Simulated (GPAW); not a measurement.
# Cl/Pt(111): work function by functional and basis, part 2 of 2

Aim: the work function of both faces of Cl/Pt(111), and its spread over functionals and bases.

GPAW 26.7.0; GPAW, PAW setups; slab in vacuum, relaxation (the session's first sound run).

So far, upper work function (eV): step 2 (relaxing the atoms, PBE, GPAW) 5.22; step 3 (the slab's potential, PBE, GPAW) 5.22; step 4 (self-consistent run: xc = "revPBE") 5.13; step 5 (self-consistent run: xc = "RPBE") 5.13; step 6 (self-consistent run: xc = "vdW-DF2", GPAW, PAW setups, GPAW) 5.64.

### 7. Self-consistent run: xc = "LDA"

The same geometry under LDA, to see how far the functional moves the levels against the vacuum.

Input file run.py:

```python
import json
import numpy as np
from ase import Atoms
from gpaw import GPAW, PW

slab = Atoms(
    ['Pt', 'Pt', 'Pt', 'Pt', 'Cl'],
    positions=[
        [0.00000, 0.00000, 8.00000],
        [1.38593, 0.80017, 10.26321],
        [2.77186, 1.60033, 12.57549],
        [0.00000, -0.00000, 14.88848],
        [-0.00000, 0.00000, 17.20661]],
    cell=[[2.77186, 0.0, 0.0], [1.38593, 2.4005, 0.0], [0.0, 0.0, 25.28864]],
    pbc=[True, True, False])

slab.calc = GPAW(mode=PW(400), xc='LDA', kpts={'size': (13, 13, 1), 'gamma': True},
                 occupations={'name': 'fermi-dirac', 'width': 0.1}, nbands='160%',
                 convergence={'density': 1e-05}, maxiter=200,
                 poissonsolver={'dipolelayer': 'xy'},
                 symmetry={'tolerance': 1e-3}, txt='slab.txt')
result = {}
energy = slab.get_potential_energy()
fermi = slab.calc.get_fermi_level()
v = slab.calc.get_electrostatic_potential().mean((0, 1)) - fermi
n = slab.calc.get_pseudo_density().mean((0, 1))
L = slab.cell[2, 2]
z = np.arange(len(v)) * L / len(v)
low, high = slab.positions[:, 2].min(), slab.positions[:, 2].max()
below, above = np.interp([low - 5.8, high + 5.8], z, v)
slopes = [np.interp(x, z, np.gradient(v, z)) for x in (low - 5.8, high + 5.8)]
eps = np.array([[slab.calc.get_eigenvalues(k, s) for k in range(len(slab.calc.get_ibz_k_points()))]
                for s in range(slab.calc.get_number_of_spins())]) - fermi
top, bottom = eps[eps < 0].max(), eps[eps > 0].min()
dipole = slab.get_dipole_moment()[2]
print(f'energy {energy:.4f} eV, Fermi level {fermi:.4f} eV, dipole {dipole:.5f} e A')
print(f'potential 5.8 A off the faces, from the Fermi level: lower {below:.4f} eV, upper {above:.4f} eV')
print(f'slope of the potential there: lower {slopes[0]:.5f}, upper {slopes[1]:.5f} eV/A')
print(f'nearest levels on the mesh: {top:.4f} and {bottom:.4f} eV')
print('magnetic moment', round(slab.get_magnetic_moment(), 3))
result.update(energy=energy, fermi=fermi, dipole=dipole, below=below, above=above, slopes=slopes, edges=[top, bottom],
              z=z.tolist(), v=v.tolist(), n=n.tolist(), positions=slab.positions.tolist(),
              forces=slab.get_forces(apply_constraint=False).tolist(), moments=slab.get_magnetic_moments().tolist())
json.dump(result, open('result.json', 'w'))
```

Started as:

```
OMP_NUM_THREADS=1 OPENBLAS_NUM_THREADS=1 python run.py
```

Output:

```text
energy -32.4504 eV, Fermi level 1.6857 eV, dipole 0.02287 e A
potential 5.8 A off the faces, from the Fermi level: lower 6.0759 eV, upper 5.4577 eV
slope of the potential there: lower -0.00003, upper 0.00017 eV/A
nearest levels on the mesh: -0.0126 and 0.0243 eV
magnetic moment 0.0
```

Wall time 97 s (1 thread of Intel Xeon Platinum 8488C (Sapphire Rapids), shared host); peak memory 0.24 GiB.

Numbers from this step:

| Item | Value |
| --- | --- |
| dipole along the normal | 0.02287 e·Å |
| levels nearest the Fermi level on the mesh | -0.01265, 0.02430 eV from the Fermi level |
| upper work function | 5.458 eV |
| lower work function | 6.076 eV |

The electrostatic potential energy of an electron (without an applied field's), less the Fermi level, planar mean oscillates, so the rows of the table below give means over windows of 2.32 Å about each position, cut where the curve ends. Its maxima inside the range that stand out by 2 % of the span (Å: eV): 9.2: 0.108, 11.4: 0.334, 13.7: 0.263, 16.1: 1.80. Its minima: 8.0: -26.7, 10.2: -26.7, 12.5: -26.8, 14.9: -26.8, 17.2: -25.0.

The electrostatic potential energy of an electron (without an applied field's), less the Fermi level, planar mean by z; means over each step:

z (Å), electrostatic potential energy of an electron (without an applied field's), less the Fermi level, planar mean (eV) and a bar from the least value:
```
     1.16        6.1 ##############################
     3.48        6.1 ##############################
     5.80        5.5 #############################
     8.12      -11.0 #
    10.44      -11.4 
    12.76      -11.4 
    15.08      -11.2 
    17.40       -6.8 ########
    19.72        5.4 #############################
    22.04        5.5 #############################
    24.36        5.5 #############################
```

The upper face's work function is 5.458 eV, against 5.223 eV in the first plane-wave PBE run at this geometry.

### 8. OptPBE vdW: xc = "optPBE-vdW"

The same geometry under optPBE-vdW, to see how far the functional moves the levels against the vacuum (the van der Waals functionals take revPBE setups).

Edit run.py of step 7 so:

```diff
@@ -16,3 +16,3 @@
 
-slab.calc = GPAW(mode=PW(400), xc='LDA', kpts={'size': (13, 13, 1), 'gamma': True},
+slab.calc = GPAW(mode=PW(400), xc='optPBE-vdW', kpts={'size': (13, 13, 1), 'gamma': True},
                  occupations={'name': 'fermi-dirac', 'width': 0.1}, nbands='160%',
```

Output:

```text
energy -96.9896 eV, Fermi level 1.8748 eV, dipole 0.01363 e A
potential 5.8 A off the faces, from the Fermi level: lower 5.8323 eV, upper 5.4656 eV
slope of the potential there: lower -0.00005, upper 0.00018 eV/A
nearest levels on the mesh: -0.0247 and 0.0184 eV
magnetic moment 0.0
```

Elapsed: 1.7 min, on 1 thread; peak memory 0.37 GiB.

This step gave:

| Quantity | Value |
| --- | --- |
| dipole along the normal | 0.01363 e·Å |
| levels nearest the Fermi level on the mesh | -0.02467, 0.01842 eV from the Fermi level |
| upper work function | 5.466 eV |
| lower work function | 5.832 eV |

The upper face's work function is 5.466 eV, against 5.223 eV in the first plane-wave PBE run at this geometry.

### 9. Real-space grid: mode = "fd"

A real-space grid is a second complete basis, so it checks the plane-wave result.

Edit run.py of step 8 so:

```diff
@@ -3,3 +3,3 @@
 from ase import Atoms
-from gpaw import GPAW, PW
+from gpaw import GPAW
 
@@ -16,3 +16,3 @@
 
-slab.calc = GPAW(mode=PW(400), xc='optPBE-vdW', kpts={'size': (13, 13, 1), 'gamma': True},
+slab.calc = GPAW(mode='fd', h=0.18, xc='PBE', kpts={'size': (13, 13, 1), 'gamma': True},
                  occupations={'name': 'fermi-dirac', 'width': 0.1}, nbands='160%',
```

Output:

```text
energy -26.5035 eV, Fermi level -5.4566 eV, dipole 0.01721 e A
potential 5.8 A off the faces, from the Fermi level: lower 5.6901 eV, upper 5.2231 eV
slope of the potential there: lower -0.00002, upper 0.00000 eV/A
nearest levels on the mesh: -0.0180 and 0.0213 eV
magnetic moment 0.0
```

Elapsed: 6.7 min, on 1 thread; peak memory 0.71 GiB.

Numbers from this step:

```
dipole along the normal                    : 0.01721 e·Å
levels nearest the Fermi level on the mesh : -0.01798, 0.02129 eV from the Fermi level
upper work function                        : 5.223 eV
lower work function                        : 5.690 eV
```

The electrostatic potential energy of an electron (without an applied field's), less the Fermi level, planar mean oscillates, so the rows of the table below give means over windows of 2.35 Å about each position, cut where the curve ends. Its maxima inside the range that stand out by 2 % of the span (Å: eV): 9.1: -0.230, 11.4: -0.0537, 13.7: -0.104, 16.2: 1.52. Its minima: 8.0: -26.8, 10.3: -27.0, 12.6: -27.2, 14.9: -27.1, 17.2: -25.0.

Electrostatic potential energy of an electron (without an applied field's), less the Fermi level, planar mean against z; means over each step:

z (Å), electrostatic potential energy of an electron (without an applied field's), less the Fermi level, planar mean (eV) and a bar from the least value:
```
     1.18        5.7 ##############################
     3.53        5.7 ##############################
     5.88        4.9 #############################
     8.23      -11.3 #
    10.58      -11.6 
    12.93      -11.7 
    15.28      -11.1 #
    17.63       -6.5 #########
    19.98        5.2 #############################
    22.33        5.2 #############################
    24.68        5.2 #############################
```

The upper face's work function is 5.223 eV, against 5.223 eV in the first plane-wave PBE run at this geometry.

### 10. Atomic orbitals: mode = "lcao"

Atom-centred orbitals end a few angstrom from the surface, which tests how much the density's tail matters.

Edit run.py of step 9 so:

```diff
@@ -16,4 +16,4 @@
 
-slab.calc = GPAW(mode='fd', h=0.18, xc='PBE', kpts={'size': (13, 13, 1), 'gamma': True},
-                 occupations={'name': 'fermi-dirac', 'width': 0.1}, nbands='160%',
+slab.calc = GPAW(mode='lcao', basis='dzp', h=0.18, xc='PBE', kpts={'size': (13, 13, 1), 'gamma': True},
+                 occupations={'name': 'fermi-dirac', 'width': 0.1}, nbands='120%',
                  convergence={'density': 1e-05}, maxiter=200,
```

Output:

```text
energy -23.8916 eV, Fermi level -5.4822 eV, dipole 0.02131 e A
potential 5.8 A off the faces, from the Fermi level: lower 5.7714 eV, upper 5.1931 eV
slope of the potential there: lower -0.00001, upper -0.00000 eV/A
nearest levels on the mesh: -0.0153 and 0.0290 eV
magnetic moment 0.0
```

The job ended after 18 min (1 thread; peak memory 0.32 GiB).

This step gave:

* dipole along the normal: 0.02131 e·Å
* levels nearest the Fermi level on the mesh: -0.01533, 0.02902 eV from the Fermi level
* upper work function: 5.193 eV
* lower work function: 5.771 eV

The upper face's work function is 5.193 eV, against 5.223 eV in the first plane-wave PBE run at this geometry.

### 11. The ladder

Times are for 1 thread of Intel Xeon Platinum 8488C (Sapphire Rapids), shared host. The runs compared:

| no. | run | upper work function (eV) | lower work function (eV) | time | memory (GiB) |
| --- | --- | --- | --- | --- | --- |
| 1 | pw | 5.223 | 5.690 | 89 s | 0.23 |
| 2 | revPBE | 5.129 | 5.548 | 92 s | 0.23 |
| 3 | RPBE | 5.132 | 5.528 | 83 s | 0.24 |
| 4 | vdW DF2 | 5.643 | 5.930 | 4.2 min | 0.37 |
| 5 | LDA | 5.458 | 6.076 | 97 s | 0.24 |
| 6 | optPBE vdW | 5.466 | 5.832 | 1.7 min | 0.37 |
| 7 | fd | 5.223 | 5.690 | 6.7 min | 0.71 |
| 8 | lcao | 5.193 | 5.771 | 18 min | 0.32 |

### 12. Side by side

Results and costs are gathered.

This step: comparison of work functions, dipole and cost (GPAW 26.7.0).

Ladder, by row:

| step | code | work function, upper (eV) | work function, lower (eV) | dipole (e Å) | wall time (s) | peak memory (GiB) | threads |
| --- | --- | --- | --- | --- | --- | --- | --- |
| pw | GPAW | 5.223 | 5.69 | 0.0173 | 89.12 | 0.23 | 1 |
| revPBE | GPAW | 5.129 | 5.548 | 0.01555 | 92.17 | 0.23 | 1 |
| RPBE | GPAW | 5.132 | 5.528 | 0.0147 | 82.65 | 0.24 | 1 |
| vdW-DF2 | GPAW | 5.643 | 5.93 | 0.01071 | 249.2 | 0.37 | 1 |
| LDA | GPAW | 5.458 | 6.076 | 0.02287 | 96.66 | 0.24 | 1 |
| optPBE-vdW | GPAW | 5.466 | 5.832 | 0.01363 | 102.5 | 0.37 | 1 |
| fd | GPAW | 5.223 | 5.69 | 0.01721 | 402.7 | 0.71 | 1 |
| lcao | GPAW | 5.193 | 5.771 | 0.02131 | 1104 | 0.32 | 1 |

### 13. A changed run

One more run, with changed settings.

This step: GPAW, PAW setups; slab in vacuum (GPAW 26.7.0).

Edit run.py of step 10 so:

```diff
@@ -3,3 +3,3 @@
 from ase import Atoms
-from gpaw import GPAW
+from gpaw import GPAW, PW
 
@@ -16,5 +16,5 @@
 
-slab.calc = GPAW(mode='lcao', basis='dzp', h=0.18, xc='PBE', kpts={'size': (13, 13, 1), 'gamma': True},
-                 occupations={'name': 'fermi-dirac', 'width': 0.1}, nbands='120%',
-                 convergence={'density': 1e-05}, maxiter=200,
+slab.calc = GPAW(mode=PW(400), xc='PBE', kpts={'size': (13, 13, 1), 'gamma': True},
+                 occupations={'name': 'fermi-dirac', 'width': 0.1}, nbands='100%',
+                 convergence={'density': 1e-05}, maxiter=75,
                  poissonsolver={'dipolelayer': 'xy'},
```

Output:

```text
gpaw.KohnShamConvergenceError
```

Elapsed: 3 min, on 1 thread; peak memory 0.22 GiB.

The run stopped without converging, so none of its numbers is a property of the system.

The fault put into the input: too few bands, under a cap of 75 iterations, which ended the run (nbands = "100 % of the filled bands").

### 14. Results

```
work function, upper and lower face : 5.223 and 5.690 eV
dipole along the normal             : 0.0173 e Å
```

In words: With plane waves and PBE the work function is 5.22 eV on the upper face and 5.69 eV on the lower. The two faces differ by 0.47 eV, the step that the slab's dipole makes (e p/(ε0 A) gives 0.47 eV), so the dipole layer is needed. Over the sound runs of the table the upper face's work function spans 5.129 (revPBE) to 5.643 eV (vdW-DF2). The cell of 6.65 Å² holds one Cl, started on one chosen site; other sites and coverages weren't tried. The in-plane lattice was kept as typed, which isn't the functional's own and leaves some strain; spin-orbit coupling and temperature are left out.

[Logs are printed without paths, hosts, clocks, repeated set-up lines and the standing remarks that a program may print on its own settings, such as how far it seeks lower states.]

[Hosts, paths, dates, database ids (printed as entryN), source tags and the programs' standing remarks are cut or masked in the printed files.]
